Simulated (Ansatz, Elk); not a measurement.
# Dielectric function and optical constants of LuInS2 (model structure)

Wanted: where LuInS2 (model structure) starts to absorb, how strongly, and its refractive index. The cell was made here by substitution or stacking, whether or not such a phase is known. It was built so: All Se replaced by S and Tl replaced by In in the R-3m structure of LuTlSe2. The cell is first relaxed with Ansatz.

Method: DFT, PBE, all-electron APW+lo, Dirac cores, scalar-relativistic bands, independent-particle optical response without local fields, in Elk 11.2.3 (patched build).

This is a report of a sequence of runs, with the program logs left out and the cost of each run kept.

## 1. The starting structure

It takes space group R-3m (No. 166, trigonal). The conventional cell has a = 3.867 Å, b = 3.867 Å, c = 22.010 Å, α = 90.00°, β = 90.00°, γ = 120.00°. Nearest to Lu lie 6 S at 2.67 Å. Nearest to In lie 6 S at 3.14 Å. Nearest to S lie 3 Lu at 2.67 Å and 3 In at 3.14 Å. Farther neighbours, and contacts between anions beyond the nearest, are not listed.

## 2. Relaxation

The structure was built or cut out here, so it is relaxed before any spectrum is computed.

This step: DFT, PBE, plane-wave PAW, default files, scalar-relativistic, relaxation (Ansatz 0.2.0).

Contents of input.yaml:

```yaml
crystal:
  lattice:
    - [1.93364647, 1.11639131, 7.33652454]
    - [-1.93364647, 1.11639131, 7.33652454]
    - [0.0, -2.23278262, 7.33652454]
  atoms:
    - { symbol: Lu, position: [0.0, 0.0, 0.0] }
    - { symbol: In, position: [0.5, 0.5, 0.5] }
    - { symbol: S, position: [0.26686816, 0.26686816, 0.26686816] }
    - { symbol: S, position: [0.73313184, 0.73313184, 0.73313184] }
kpoints:
  mp_grid: { grid: [7, 7, 7] }
scf:
  occupations: { method: fermi_dirac, width: 0.05 }
hamiltonian:
  xc: pbe
output:
  forces: true
  stress: true
relax:
  f_tol: 0.02
  max_steps: 50
  cell: {}
```

On the command line:

```sh
$ ansatz run input.yaml --threads 2 --pin off --max-ram 5120MiB --backend cpu --events-out ev --progress --plain --runs-dir out
```

Elapsed: 15 s, on 2 threads of Intel Xeon Platinum 8375C at 2.90GHz (Ice Lake), shared host; peak memory 0.54 GiB; 28 s of CPU time.

Relaxation path:

```csv
step,energy less that of the first step (eV),largest force component (eV/Å),pressure (GPa),volume (Å³)
1,0.0000,0.1414,2.84,95.02
2,-0.0249,0.3358,-1.12,100.81
3,-0.0401,0.0378,-0.14,100.37
4,-0.0408,0.0011,-0.01,99.89
5*,-0.0419,0.0009,-0.01,99.89
```

Relaxation steps marked * repeat the geometry before them on a plane-wave basis chosen anew for their cell, so energy and pressure can jump there.

Forces are held to the 12 operations that the program found; a distortion that breaks them can't arise in this run.

```csv
"conventional cell, symmetrised",before,after,change
a (Å),3.867,3.914,+1.2 %
b (Å),3.867,3.914,+1.2 %
c (Å),22.010,22.584,+2.6 %
volume (Å³/atom),23.76,24.97,+5.1 %
```

The atoms that moved most (Å, as changes of fractional coordinates times the final cell):

```csv
atom,dx,dy,dz,length
S3,0.000,0.000,0.018,0.018
S4,0.000,0.000,-0.018,0.018
```

The relaxation ends with a largest force component of 9.5e-4 eV/Å and a pressure of -0.01 GPa.

## 3. Ground state

The self-consistent density comes first; it also tells whether there is a gap, which decides the occupations and the need for a Drude term.

This step: DFT, PBE, all-electron APW+lo, Dirac cores, scalar-relativistic bands, ground state (Elk 11.2.3 (patched build)).

Contents of elk.in:

```
tasks
  0
  120

xctype
  20

nempty
  10

lorbcnd
  .true.

rgkmax
  7.0

swidth
  0.0018375

maxscl
  100

epsengy
  1e-05

sppath
  './'

avec
  3.698570786773 2.135370839360 14.225752766553
  -3.698570786773 2.135370839360 14.225752766553
  0.000000000000 -4.270741678720 14.225752766553

atoms
  3
  'Lu.in'
  1
  0.000000000000 0.000000000000 0.000000000000   0.000 0.000 0.000
  'In.in'
  1
  0.500000000000 0.500000000000 0.500000000000   0.000 0.000 0.000
  'S.in'
  2
  0.267658074200 0.267658074200 0.267658074200   0.000 0.000 0.000
  0.732341925800 0.732341925800 0.732341925800   0.000 0.000 0.000

ngridk
  6 6 6
```

On the command line:

```sh
$ OMP_NUM_THREADS=2 elk
```

Elapsed: 44 s, on 2 threads; peak memory 0.19 GiB; 79 s of CPU time.

Read from the output:

* total energy: -21263 Ha
* Fermi energy: 5.379 eV
* DOS at the Fermi level: 2.32e-4 states/eV/cell
* gap on the k-mesh: 0.8048 eV
* direct gap on the mesh: 2.038 eV

There is a gap, 0.80 eV on this mesh (points off the mesh can give less), so no carriers' term is needed.

## 4. Independent particles

The spectrum is a sum over vertical transitions between filled and empty bands at the fixed density, so many empty bands are needed.

This step: DFT, PBE, all-electron APW+lo, Dirac cores, scalar-relativistic bands, independent-particle optical response without local fields (Elk 11.2.3 (patched build)).

elk.in, as its differences from that of step 3:

```diff
@@ -1,4 +1,7 @@
 tasks
-  0
-  120
+  121
+
+optcomp
+  1 1
+  3 3
 
@@ -17,9 +20,7 @@
 swidth
-  0.0018375
+  0.0110248
 
-maxscl
-  100
-
-epsengy
-  1e-05
+wplot
+  400 100 0
+  0.0 0.55124
```

On the command line:

```sh
$ OMP_NUM_THREADS=2 elk
```

The job ended after 4.2 s (2 threads; peak memory 0.07 GiB; 9.2 s of CPU time).

Read-outs:

- electronic dielectric constant ε∞, mean of the axes: 8.816

Sum at mesh points, not converged in k; values under the direct gap are tails of Lorentzian lines. The Im ε by photon energy; read off at these points:

```csv
photon energy (eV),E ∥ x,E ∥ z
0.00,0,0
0.50,0.144,0.152
1.00,0.333,0.347
1.50,0.679,0.692
2.00,1.66,1.63
2.50,3.46,3.08
3.00,6.93,5.93
3.50,12.5,14.3
3.71,14.3,16.1
4.00,11.9,18.0
4.50,10.2,14.9
5.00,9.04,11.3
5.50,7.57,7.12
6.00,6.94,6.19
6.50,4.91,3.99
7.00,3.44,2.62
7.50,3.53,2.06
8.00,3.66,1.95
8.50,3.89,1.95
9.00,2.94,1.96
9.50,2.47,2.14
10.00,2.03,1.75
10.50,1.83,1.75
11.00,1.60,1.85
11.50,1.48,1.63
12.00,1.31,1.39
12.50,1.19,1.23
13.00,1.01,0.995
13.50,0.796,0.912
14.00,0.695,0.850
14.50,0.636,0.719
```

Sum at mesh points, not converged in k. Reflectivity at normal incidence against photon energy; read off at these points:

```csv
photon energy (eV),E ∥ x (%),E ∥ z (%)
0.00,24.2,25.4
0.50,24.5,25.6
1.00,25.3,26.4
1.50,26.8,27.9
2.00,29.2,30.2
2.50,32.2,32.9
3.00,35.0,36.8
3.50,40.8,43.7
3.79,43.0,45.3
4.00,41.1,47.5
4.50,38.6,49.2
5.00,39.8,53.3
5.10,39.5,53.6
5.50,38.4,48.0
6.00,40.5,51.3
6.38,42.6,52.7
6.50,42.4,52.5
7.00,34.0,51.4
7.50,28.2,41.8
8.00,28.5,32.4
8.50,33.2,27.5
9.00,36.9,23.1
9.50,34.7,25.1
10.00,34.6,24.9
10.50,31.2,21.3
11.00,31.4,22.7
11.50,28.8,25.5
12.00,30.1,27.0
12.50,28.0,27.0
13.00,30.3,26.1
13.12,30.6,25.3
13.50,29.2,22.6
14.00,24.3,22.2
14.50,19.3,20.9
```

Sum at mesh points, not converged in k; values under the direct gap are tails of Lorentzian lines. The loss function −Im 1/ε at q → 0 by energy loss; read off at these points:

```csv
energy loss (eV),E ∥ x,E ∥ z
0.0,0,0
0.5,0.00188,0.00175
1.0,0.00400,0.00369
1.5,0.00695,0.00630
2.0,0.0134,0.0118
2.5,0.0208,0.0171
3.0,0.0351,0.0230
3.5,0.0441,0.0356
4.0,0.0782,0.0490
4.5,0.0925,0.0672
5.0,0.111,0.0781
5.5,0.132,0.119
6.0,0.140,0.119
6.5,0.173,0.147
7.0,0.267,0.197
7.5,0.282,0.319
8.0,0.271,0.431
8.5,0.245,0.476
9.0,0.282,0.502
9.5,0.339,0.454
10.0,0.396,0.544
10.5,0.466,0.567
11.0,0.519,0.533
11.5,0.591,0.576
12.0,0.638,0.647
12.5,0.734,0.727
13.0,0.807,0.907
13.5,1.06,1.05
14.0,1.36,1.14
14.5,1.57,1.37
```

Optical constants at common wavelengths, from n + ik = √ε:

```csv
wavelength (nm),n x,k x,R (%) x,1/α x,n z,k z,R (%) z,1/α z
1550,2.99,0.041,24.9,3.0 µm,3.08,0.042,26.0,2.9 µm
1064,3.05,0.069,25.7,1.2 µm,3.15,0.069,26.8,1.2 µm
633,3.32,0.233,29.0,216 nm,3.41,0.223,30.0,225 nm
532,3.46,0.386,30.9,110 nm,3.55,0.347,31.8,122 nm
450,3.65,0.759,34.2,47 nm,3.77,0.593,34.7,60 nm
365,3.79,1.432,39.3,20 nm,4.21,1.489,42.6,20 nm
248,2.16,2.092,39.8,9.4 nm,1.98,2.843,53.3,6.9 nm
```

Below the direct gap, k and the depth come from the tails of the Lorentzian lines, not from transitions.

Rows near the edge hang on the gap, which this functional as a rule makes too small, and phonon-assisted absorption over an indirect gap is left out.

## 5. Results

```json
{"electronic dielectric constant ε∞, mean of the axes (independent particles)": "8.82"}
```

What this shows: At this level (PBE, independent particles) LuInS2 has a mean ε∞ = 8.82 and n = 2.99 at 1550 nm (E ∥ x). The cell grew by 5.1 % in volume. On the mesh the gap is 0.80 eV and the least direct gap 2.04 eV, so on this mesh the band edges lie at different points. The static values by axis are 8.63 (x), 9.18 (z). Excitons and phonon-assisted transitions are missing, and so are local fields; PBE gaps are as a rule too small, which pulls the onset down and ε∞ up. Spin-orbit coupling is left out although heavy atoms are present. The sum runs over mesh points 0.31 Å⁻¹ apart with no interpolation, so peaks are partly noise of the mesh, and static values can be far off.

[Long decimals in the printed logs are rounded to 6 places.]

[Machine, clock and banner lines and Python warnings are left out of the logs.]

[Logs are printed without paths, hosts, clocks, repeated set-up lines and the standing remarks that a program may print on its own settings, such as how far it seeks lower states.]

[Hosts, paths, dates, database ids (printed as entryN), source tags and the programs' standing remarks are cut or masked in the printed files.]

[Where Elk ran, warnings of its patched build on accuracy (core leakage, angular cutoffs, spin-orbit splittings, empty states, lower magnetic states) are left out.]

[Where the starting crystal was built by hand or by swapping elements, it need not be the compound's stable phase.]

[The count of steps not shown may lack steps that the program refused or didn't finish.]
